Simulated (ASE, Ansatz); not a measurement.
## Localised basis functions on graphene/Zr2CO2 MXene heterobilayer (77 atoms)

Wanted: errors and times of a linear-scaling basis for graphene/Zr2CO2 MXene heterobilayer (77 atoms). A setting counts as converged where the r.m.s. difference of forces stays under 1 % of the r.m.s. force.

Main program and level: Ansatz 0.2.0; Kohn-Sham DFT, PBE+D3(BJ), PAW (set soft_2), plane waves.

### 1. The structure

The cell holds 77 atoms: 41 C, 18 Zr and 18 O. Cell: a = 9.885 Å, b = 9.885 Å, c = 23.670 Å, α = 90.0°, β = 90.0°, γ = 120.0°. It derives from C and Zr2CO2. 16 cells of graphene (a = 2.46 Å, strained +0.46 %) and 9 cells of Zr2CO2 MXene (a = 3.31 Å, -0.45 %) on one hexagonal cell, twist 0.00 deg; facing planes 3.07 Å apart; 16 Å of vacuum; displaced by a Gaussian of 0.01 Å. Regions: layer 1, 32 atoms (32 C); layer 2, 45 atoms (9 C, 18 Zr and 18 O). Vacuum lies along c.

What the set-up can't give: Beside vacuum, support functions can miss their usual error bounds without a warning.

### 2. Plane-wave single point

The first run fixes the reference, at a cutoff of 420 eV.

File input.yaml:

```yaml
crystal:
  lattice:
    - [9.885, 0.0, 0.0]
    - [-4.9425, 8.56066, 0.0]
    - [0.0, 0.0, 23.67]
  atoms:
    - { symbol: C, position: [0.08192, 0.16521, 0.33837] }
    - { symbol: C, position: [0.16623, 0.08249, 0.33832] }
    - { symbol: C, position: [0.08305, 0.41741, 0.33754] }
    - { symbol: C, position: [0.16586, 0.33372, 0.33846] }
    - { symbol: C, position: [0.08192, 0.66427, 0.33816] }
    - { symbol: C, position: [0.16583, 0.58402, 0.33865] }
    - { symbol: C, position: [0.08411, 0.91736, 0.3378] }
    - { symbol: C, position: [0.16692, 0.83437, 0.33852] }
    - { symbol: C, position: [0.33251, 0.16745, 0.33873] }
    - { symbol: C, position: [0.41657, 0.0844, 0.33722] }
    - { symbol: C, position: [0.3339, 0.41872, 0.33818] }
    - { symbol: C, position: [0.41814, 0.33466, 0.33824] }
    - { symbol: C, position: [0.33513, 0.66826, 0.33829] }
    - { symbol: C, position: [0.41564, 0.58267, 0.33817] }
    - { symbol: C, position: [0.33187, 0.91612, 0.3381] }
    - { symbol: C, position: [0.41536, 0.83428, 0.33769] }
    - { symbol: C, position: [0.58161, 0.16566, 0.33854] }
    - { symbol: C, position: [0.66739, 0.08402, 0.33846] }
    - { symbol: C, position: [0.5823, 0.41467, 0.33749] }
    - { symbol: C, position: [0.66437, 0.33252, 0.33817] }
    - { symbol: C, position: [0.58461, 0.66666, 0.33793] }
    - { symbol: C, position: [0.66583, 0.58208, 0.33867] }
    - { symbol: C, position: [0.58303, 0.91617, 0.33777] }
    - { symbol: C, position: [0.66714, 0.83439, 0.3381] }
    - { symbol: C, position: [0.83224, 0.16602, 0.33839] }
    - { symbol: C, position: [0.91762, 0.08422, 0.33763] }
    - { symbol: C, position: [0.83342, 0.41791, 0.33873] }
    - { symbol: C, position: [0.91571, 0.33161, 0.33828] }
    - { symbol: C, position: [0.8336, 0.66639, 0.33801] }
    - { symbol: C, position: [0.91657, 0.58494, 0.33858] }
    - { symbol: C, position: [0.83234, 0.91515, 0.33839] }
    - { symbol: C, position: [0.91494, 0.83135, 0.33822] }
    - { symbol: C, position: [0.40633, 0.08248, 0.56494] }
    - { symbol: Zr, position: [0.51476, 0.30293, 0.50728] }
    - { symbol: Zr, position: [0.62594, 0.19224, 0.62274] }
    - { symbol: O, position: [0.62856, 0.19283, 0.46798] }
    - { symbol: O, position: [0.51603, 0.30457, 0.66173] }
    - { symbol: C, position: [0.40462, 0.41484, 0.56478] }
    - { symbol: Zr, position: [0.51544, 0.6384, 0.50746] }
    - { symbol: Zr, position: [0.62686, 0.52578, 0.62254] }
    - { symbol: O, position: [0.62961, 0.52541, 0.4673] }
    - { symbol: O, position: [0.51524, 0.63734, 0.66221] }
    - { symbol: C, position: [0.4047, 0.74931, 0.56509] }
    - { symbol: Zr, position: [0.51618, 0.97066, 0.50714] }
    - { symbol: Zr, position: [0.62894, 0.86065, 0.62262] }
    - { symbol: O, position: [0.6284, 0.85976, 0.46799] }
    - { symbol: O, position: [0.51558, 0.97066, 0.66182] }
    - { symbol: C, position: [0.73678, 0.08212, 0.5648] }
    - { symbol: Zr, position: [0.84909, 0.30357, 0.50644] }
    - { symbol: Zr, position: [0.96129, 0.19272, 0.62272] }
    - { symbol: O, position: [0.96092, 0.19453, 0.46773] }
    - { symbol: O, position: [0.84871, 0.30159, 0.66245] }
    - { symbol: C, position: [0.73717, 0.41543, 0.56527] }
    - { symbol: Zr, position: [0.84954, 0.63958, 0.50781] }
    - { symbol: Zr, position: [0.95947, 0.52677, 0.62237] }
    - { symbol: O, position: [0.9606, 0.52606, 0.46838] }
    - { symbol: O, position: [0.84884, 0.63813, 0.66163] }
    - { symbol: C, position: [0.73694, 0.74859, 0.56454] }
    - { symbol: Zr, position: [0.84928, 0.97182, 0.50696] }
    - { symbol: Zr, position: [0.96002, 0.85959, 0.62201] }
    - { symbol: O, position: [0.96066, 0.85971, 0.46791] }
    - { symbol: O, position: [0.84933, 0.97054, 0.66238] }
    - { symbol: C, position: [0.07146, 0.08272, 0.56463] }
    - { symbol: Zr, position: [0.18292, 0.30503, 0.50735] }
    - { symbol: Zr, position: [0.29462, 0.19422, 0.62276] }
    - { symbol: O, position: [0.29425, 0.19372, 0.46751] }
    - { symbol: O, position: [0.18206, 0.30573, 0.66195] }
    - { symbol: C, position: [0.07387, 0.41655, 0.56469] }
    - { symbol: Zr, position: [0.18207, 0.63663, 0.50669] }
    - { symbol: Zr, position: [0.2944, 0.52706, 0.62261] }
    - { symbol: O, position: [0.29327, 0.52576, 0.46742] }
    - { symbol: O, position: [0.18187, 0.63802, 0.66178] }
    - { symbol: C, position: [0.07209, 0.74863, 0.56529] }
    - { symbol: Zr, position: [0.18285, 0.97038, 0.50687] }
    - { symbol: Zr, position: [0.29503, 0.85898, 0.62297] }
    - { symbol: O, position: [0.29434, 0.85785, 0.46774] }
    - { symbol: O, position: [0.18386, 0.97039, 0.6615] }
kpoints:
  mp_grid: { grid: [2, 2, 1] }
hamiltonian:
  xc: pbe
  dispersion: d3bj
scf:
  occupations: { method: fermi_dirac, width: 0.05 }
output:
  forces: true
  populations: true
  dos:
    method: { smearing: { sigma: 0.15 } }
    de: 0.1
    projected:
      site_lists:
        C: [C]
        O: [O]
        Zr: [Zr]
        layer_1: [0, 1, 2, 3, 4, 5, 6, 7, 8, 9, 10, 11, 12, 13, 14, 15, 16, 17, 18, 19, 20, 21, 22, 23, 24, 25, 26, 27, 28, 29, 30, 31]
        layer_2: [32, 33, 34, 35, 36, 37, 38, 39, 40, 41, 42, 43, 44, 45, 46, 47, 48, 49, 50, 51, 52, 53, 54, 55, 56, 57, 58, 59, 60, 61, 62, 63, 64, 65, 66, 67, 68, 69, 70, 71, 72, 73, 74, 75, 76]
  eigenvalues: true
  write_density: true
  write_potential: true
  volumetric_format: npy
```

Run with:

```sh
> ansatz run input.yaml --threads 4 --pin off --max-ram 8192MiB --backend cpu --events-out ev --progress --plain --runs-dir out
```

The program printed:

```text
Engine: ansatz 0.2.0, aarch64-unknown-linux-gnu
Pseudopotentials: kind: paw
Pseudopotential: C, paw, valence charge 4, recommended cutoff 420 eV (normal), C.paw.azcp
Pseudopotential: Zr, paw, valence charge 12, recommended cutoff 420 eV (normal), Zr.paw.azcp
Pseudopotential: O, paw, valence charge 6, recommended cutoff 420 eV (normal), O.paw.azcp
[... 5 lines on functional and potentials left out ...]
Crystal: 77 atoms, lattice volume = 2003.006 Å³
Basis set: ecut = 420 eV, 39211 PW (Γ), exchange–correlation on 144×144×320 points (8 copies of the dense FFT grid, shifted against one another)
Bands: 321, of which v1, the nominal top of the filled ones, is band 244 counted from 1 (243 counted from 0)
Symmetry: 1 space group operations
Space group: P1 (ITA 1), of the structure as read, at distance tolerance 1.3e-4 Å
k-points: 4
[... 7 lines on functional and potentials left out ...]
Initial density: superposition of atomic densities (neutral atoms: chi_scale 0, normalization atom), corrected by the library's trained network
Initial wavefunctions: pseudopotential atomic-orbital guess
Functional: x = pbe(κ = 0.804, μ = 0.219515), c = pbe(β = 0.066725)
SCF iter   1: F=—  HF=-95880.724249 eV  |F-HF|=—  |Δ(HF+E_count)|=         —  Δρ=3.57e-3  dr2=7.49e-1  ethr=1.77e-3  ⟨swp⟩=7.5  Hψ=5835  notcnv=0  defer=92
preconditioner: auto → Resta (q_TF=auto, 2.156 Å⁻¹)  ε∞=2.9  [insulator: Δε(μ)=1.001 eV  Ē_g=11.027 eV  σ=0.050 eV  W_gap=1.00  n_scr=334 (ndim 8)  ℏωp=15.4 eV  f_vac=0.550  D(μ)=0.00/eV (n_scr^D=0)  ε∞_Penn≈2.9  vacuum switching on, ρ_ref=8.8e-3 e/Å³]
SCF iter   2: F=—  HF=-95880.556891 eV  |F-HF|=—  |Δ(HF+E_count)|=   1.67e-1  Δρ=1.79e-3  dr2=2.48e-1  ethr=1.54e-4  ⟨swp⟩=2.0  Hψ=2019  notcnv=0  defer=231
SCF iter   3: F=—  HF=-95880.516797 eV  |F-HF|=—  |Δ(HF+E_count)|=   4.01e-2  Δρ=1.58e-3  dr2=1.99e-1  ethr=5.07e-5  ⟨swp⟩=3.8  Hψ=1606  notcnv=0  defer=231
SCF iter   4: F=—  HF=-95880.488413 eV  |F-HF|=—  |Δ(HF+E_count)|=   2.84e-2  Δρ=6.40e-4  dr2=1.86e-2  ethr=4.07e-5  ⟨swp⟩=2.0  Hψ=1649  notcnv=0  defer=234
SCF iter   5: F=—  HF=-95880.484660 eV  |F-HF|=—  |Δ(HF+E_count)|=   3.75e-3  Δρ=3.13e-4  dr2=3.36e-3  ethr=3.80e-6  ⟨swp⟩=2.0  Hψ=1582  notcnv=0  defer=234
SCF iter   6: F=—  HF=-95880.484093 eV  |F-HF|=—  |Δ(HF+E_count)|=   5.67e-4  Δρ=1.54e-4  dr2=5.61e-4  ethr=6.88e-7  ⟨swp⟩=2.2  Hψ=1648  notcnv=0  defer=234
SCF iter   7: F=—  HF=-95880.484045 eV  |F-HF|=—  |Δ(HF+E_count)|=   4.74e-5  Δρ=8.07e-5  dr2=1.30e-4  ethr=1.15e-7  ⟨swp⟩=3.0  Hψ=1814  notcnv=0  defer=234
SCF iter   8: F=—  HF=-95880.484075 eV  |F-HF|=—  |Δ(HF+E_count)|=   2.93e-5  Δρ=2.15e-5  dr2=8.92e-6  ethr=2.67e-8  ⟨swp⟩=2.0  Hψ=1698  notcnv=0  defer=234
SCF iter   9: F=—  HF=-95880.483280 eV  |F-HF|=—  |Δ(HF+E_count)|=   7.95e-4  Δρ=9.26e-6  dr2=2.14e-6  ethr=1.83e-9  ⟨swp⟩=2.0  Hψ=1909  notcnv=0  defer=243
SCF iter  10: F=—  HF=-95880.483280 eV  |F-HF|=—  |Δ(HF+E_count)|=   7.49e-8  Δρ=3.02e-6  dr2=1.75e-7  ethr=4.38e-10  ⟨swp⟩=2.0  Hψ=1704  notcnv=0  defer=243
SCF iter  11: F=-95880.483280 eV  HF=-95880.483280 eV  |F-HF|=1.11e-9  |Δ(HF+E_count)|=   1.13e-7  Δρ=1.25e-6  dr2=3.08e-8  ethr=2.05e-11  ⟨swp⟩=24.8  Hψ=12157  notcnv=0
SCF 1 converged in 11 iterations: F = -95880.483280 eV  dr2 = 3.08e-8
  greatest PAW one-centre occupation: 0.995 electrons in one spin orbital (limit 2), on the Zr atom at site 53 (counted from 0), in its partial waves of l = 0
WARN: The output density's exchange-correlation potential varies sharply where the density is thin. Do not read a vacuum level from v_tot or v_xc, or from such a field of the output density. On a cell that repeats whose density bears no net charge and no dipole along the vacuum's axis use v_es (v_loc + v_h of the components); [...]
SCF converged after 11 iterations
Free energy (F): -95880.483280 eV
Harris-Foulkes:  -95880.483280 eV  (|F-HF|=1.11e-9)
Internal energy: -95880.482791 eV  (E = F + TS)
E sigma→0 (E₀):  -95880.483035 eV
Entropy (-TS):   -0.000490 eV (-0.006 meV/atom)
Fermi energy:    1.838525 eV
--- Per-component energies (eV) ---
  E_band       = -6385.277553
  E_kinetic    = 12892.445080
  E_local      = -379977.577511  (includes V_loc(G=0)·N_el)
  E_nonlocal   = 3352.543690
  E_hartree    = 183646.453642
  E_xc         = -6240.694337
  E_vxc        = -7612.937228  (∫ρ·V_xc dr)
  E_paw        = -60063.692614  (= ΣΔE_a)
  E_vpaw       = -2332.693434  (= ΣTr[D̂ρ^β])
  E_aug_tail   = 0.044856  (compensation charges beyond the density's cutoff)
  E_ewald      = 150524.494188
  E_disp       = -14.499786  (pairwise vdW)
  E_smearing   = -0.000490  (= −TS)
  E_closure    = 0.000000  (closes the sum)
  Σ components = -95880.483280   (vs F -95880.483280, Δ=0.00e0)
--- Forces (eV/Å), atoms counted from 1 ---
  atom   1  C      0.36782199     0.89519547    -0.06925434
  atom   2  C     -0.23656652     0.46032010     0.01761197
  atom   3  C      0.03377260    -0.47257641     0.35798595
  atom   4  C      0.41462392    -0.12141818    -0.10947466
  atom   5  C     -0.27091664     1.69833401     0.19200559
  atom   6  C      0.90111509    -0.22516638    -0.19392578
  atom   7  C     -0.56247304    -0.69323336     0.16837736
  atom   8  C     -0.10535755    -1.00763691    -0.18823828
  atom   9  C      0.45291268     0.04014725    -0.32377596
  atom  10  C     -0.39274069    -0.64040156     0.41175058
  atom  11  C      0.00807773    -1.10785306     0.09932424
  atom  12  C     -1.11433312    -0.51570440    -0.02771009
  atom  13  C     -1.04197342    -0.49378461    -0.01378973
  atom  14  C      0.60249717     1.09180928    -0.04767345
[...]
atom  76  O     -0.16872652     0.18475746     0.15401891
  atom  77  O     -0.17376917     0.10027908    -0.08336012
  max |Σ_I F_I| component: 2.36e-4 eV/Å
--- Band table (eV) ---
  k-point 0: bands = ["-47.3780", "-47.3394", "-47.3327", "-47.3132", [... 305 levels ...], "6.7465", "6.7873", "6.8614", "7.1212", "7.1394", "7.1446", "7.1656", "7.1832", "7.1963", "7.3529", "7.3627", "7.3745"]
[...]
--- Löwdin populations: 77 sites ---
  site symbol       q [e]
     0      C      3.9609
     1      C      3.9610
     2      C      3.9601
[...]
76      O      6.6332
  spilling = 0.005481 (of n_electrons = 488.000000)
```

Run time: 2.7 min. Hardware: 4 threads of Arm Neoverse V1, shared host; peak memory 5.6 GiB; 10 min of CPU time.

Reading the cycles: dr2 is the Hartree energy of the density residual (eV), the measure of convergence; HF is the Harris–Foulkes estimate of the energy, which meets the free energy F at convergence.

The program notes that it cut back its work space to fit the memory limit and the exchange-correlation potential is rough where the density is thin.

Numbers from this run:

```
free energy                                   : -95880.4833 eV
free energy per atom                          : -1245.2011 eV/atom
SCF cycles                                    : 11
r.m.s. force component                        : 0.4174 eV/Å
longest force                                 : 1.73 eV/Å
Fermi energy                                  : 1.839 eV
potential in mid-vacuum, over the Fermi level : 4.918 eV
potential 4.5 Å over the upper face           : 4.948 eV
potential 4.5 Å under the lower face          : 4.886 eV
spilling of the projection                    : 0.005481
```

The r.m.s. force component of 0.42 eV/Å sets the scale for the differences below.

### 3. Support functions medium

The cell is solved in localised support functions. Besides, the program derives a nominal cutoff of 464 eV for this run, against the reference's 420.

This step: Kohn-Sham DFT, PBE+D3(BJ), PAW (set soft_2), localised support functions (medium) (Ansatz 0.2.0).

input.yaml, the sections that differ from step 2:

```yaml
scf:
  occupations: { method: fermi_dirac, width: 0.05 }
  eigensolver: { kind: { support_functions: { accuracy: medium } } }
  mixing: { beta: 0.2 }
  max_iter: 150
output:
  forces: true
# crystal, kpoints, hamiltonian: as in step 2
```

The program printed:

```text
Warning: scf.eigensolver.kind.support_functions: disabling space-group detection — the functions' gradient is summed over unrotated k-points, so no spatial operation reduces the k-mesh or symmetrises the density; time reversal is kept, so that k and −k are solved as one point where they differ and the mesh holds both, and exact exchange and, on two spinor components, a DFT+U term hold to it where the run has them: [...]
Warning: basis.ecutwfc = 464 eV, auto-derived: no grid that the accuracy of the support functions lays serves the files at the lower one that their records recommend; a deck with other species or settings can derive another value
settings of this run that can trade accuracy for cost: scf.eigensolver.kind.support_functions [...]
[...]
Crystal: 77 atoms, lattice volume = 2003.006 Å³
Basis set: ecut = 464 eV, 45365 PW (Γ), exchange–correlation on 144×144×360 points (8 copies of the dense FFT grid, shifted against one another)
Bands: 293, of which v1, the nominal top of the filled ones, is band 244 counted from 1 (243 counted from 0)
Symmetry: 1 space group operations
k-points: 4
[...]
SCF iter   1: F=—  HF=-95923.544460 eV  |F-HF|=—  |Δ(HF+E_count)|=         —  Δρ=1.07e-1  dr2=2.75e2  ethr=1.00e-1
[...]
SCF iter  19: F=—  HF=-95880.754748 eV  |F-HF|=—  |Δ(HF+E_count)|=   3.93e-7  Δρ=7.47e-6  dr2=2.27e-6  ethr=7.22e-10  κ⁻¹=6.7e-5(r=7)
SCF iter  20: F=-95880.754747 eV  HF=-95880.754747 eV  |F-HF|=2.21e-7  |Δ(HF+E_count)|=   1.34e-6  Δρ=4.81e-6  dr2=4.99e-7  ethr=4.65e-10
SCF 1 converged in 20 iterations: F = -95880.767046 eV  dr2 = 4.99e-7
[...]
SCF converged after 20 iterations
Stability not checked: this state was not tested for a lower state beside it, because the mixer in use, unlike msr1, does not test its closes by its own steps (another_mixer; see scf.mixing.algorithm and scf.lower_state_search)
Free energy (F): -95880.767046 eV
[...]
Internal energy: -95880.766557 eV  (E = F + TS)
E sigma→0 (E₀):  -95880.766802 eV
Entropy (-TS):   -0.000489 eV (-0.006 meV/atom)
Fermi energy:    1.839094 eV
[...]
Σ components = -95880.767046   (vs F -95880.767046, Δ=0.00e0)
--- Forces (eV/Å), atoms counted from 1 ---
  atom   1  C      0.36727381     0.89492155    -0.06953934
  atom   2  C     -0.23637305     0.45999905     0.01755053
  atom   3  C      0.03396928    -0.47259995     0.35781461
  atom   4  C      0.41474245    -0.12141706    -0.10982846
[...]
atom  77  O     -0.17364788     0.10023258    -0.08516316
  max |Σ_I F_I| component: 2.81e-3 eV/Å
--- Band table (eV) ---
[...]
guard bands above this table: 42 of the run's 293 bands (output.publish_guard_bands: true publishes all)
[...]
```

Run time: 4.5 min. Hardware: 4 threads; peak memory 4.9 GiB.

The program notes that the band table was not solved further than the SCF left it and it switched symmetry off.

Keys that differ from the reference: support_functions.accuracy = "medium", scf.max_iter = 150 and scf.mixing.beta = 0.2.

Forces differ from the reference by 1.0 meV/Å r.m.s., 0.25 % of their size, well within a tolerance of 1 %; the energy by -3.7 meV/atom. It took roughly 1.7 times the reference's time (one timing each, with unlike analyses asked), in 20 cycles against 11.

### 4. Support functions low

The cell is solved in localised support functions.

This step: Kohn-Sham DFT, PBE+D3(BJ), PAW (set soft_2), localised support functions (low) (Ansatz 0.2.0).

input.yaml, the sections that differ from step 3:

```yaml
scf:
  occupations: { method: fermi_dirac, width: 0.05 }
  eigensolver: { kind: { support_functions: { accuracy: low } } }
  mixing: { beta: 0.2 }
  max_iter: 150
# crystal, kpoints, hamiltonian, output: as in step 3
```

The program printed:

```text
[...]
Crystal: 77 atoms, lattice volume = 2003.006 Å³
Basis set: ecut = 420 eV, 39211 PW (Γ), exchange–correlation on 144×144×360 points (8 copies of the dense FFT grid, shifted against one another)
Bands: 293, of which v1, the nominal top of the filled ones, is band 244 counted from 1 (243 counted from 0)
Symmetry: 1 space group operations
k-points: 4
[...]
SCF iter   1: F=—  HF=-95923.546791 eV  |F-HF|=—  |Δ(HF+E_count)|=         —  Δρ=1.07e-1  dr2=2.75e2  ethr=1.00e-1
[...]
SCF iter  16: F=—  HF=-95880.752617 eV  |F-HF|=—  |Δ(HF+E_count)|=   8.44e-4  Δρ=2.68e-5  dr2=2.00e-5  ethr=8.99e-9  κ⁻¹=7.6e-6(r=7)
SCF iter  17: F=-95880.753330 eV  HF=-95880.753337 eV  |F-HF|=6.49e-6  |Δ(HF+E_count)|=   7.20e-4  Δρ=1.84e-5  dr2=9.68e-6  ethr=4.10e-9
SCF 1 converged in 17 iterations: F = -95880.766667 eV  dr2 = 9.68e-6
[...]
SCF converged after 17 iterations
[...]
Free energy (F): -95880.766667 eV
[...]
Internal energy: -95880.766166 eV  (E = F + TS)
E sigma→0 (E₀):  -95880.766417 eV
Entropy (-TS):   -0.000501 eV (-0.007 meV/atom)
Fermi energy:    1.840303 eV
[...]
Σ components = -95880.766667   (vs F -95880.766667, Δ=0.00e0)
--- Forces (eV/Å), atoms counted from 1 ---
  atom   1  C      0.36707861     0.89493923    -0.06966176
  atom   2  C     -0.23629083     0.45992143     0.01746842
  atom   3  C      0.03403219    -0.47262347     0.35776216
  atom   4  C      0.41473676    -0.12134566    -0.10984654
[...]
atom  77  O     -0.17353426     0.10021989    -0.08515695
  max |Σ_I F_I| component: 4.66e-3 eV/Å
--- Band table (eV) ---
[...]
```

Elapsed: 4 min, on 4 threads; peak memory 4.7 GiB; 16 min of CPU time.

Keys that differ from the reference: support_functions.accuracy = "low", scf.max_iter = 150 and scf.mixing.beta = 0.2.

Forces differ from the reference by 1.1 meV/Å r.m.s., 0.27 % of their size, well within a tolerance of 1 %; the energy by -3.7 meV/atom. It took roughly 1.5 times the reference's time (one timing each, with unlike analyses asked), in 17 cycles against 11.

(Part 1 of 3 ends here.)

[Long decimals in the printed logs are rounded to 6 places.]

[Logs are printed without paths, hosts, clocks, repeated set-up lines and the standing remarks that a program may print on its own settings, such as how far it seeks lower states.]

[Hosts, paths, dates, database ids (printed as entryN), source tags and the programs' standing remarks are cut or masked in the printed files.]
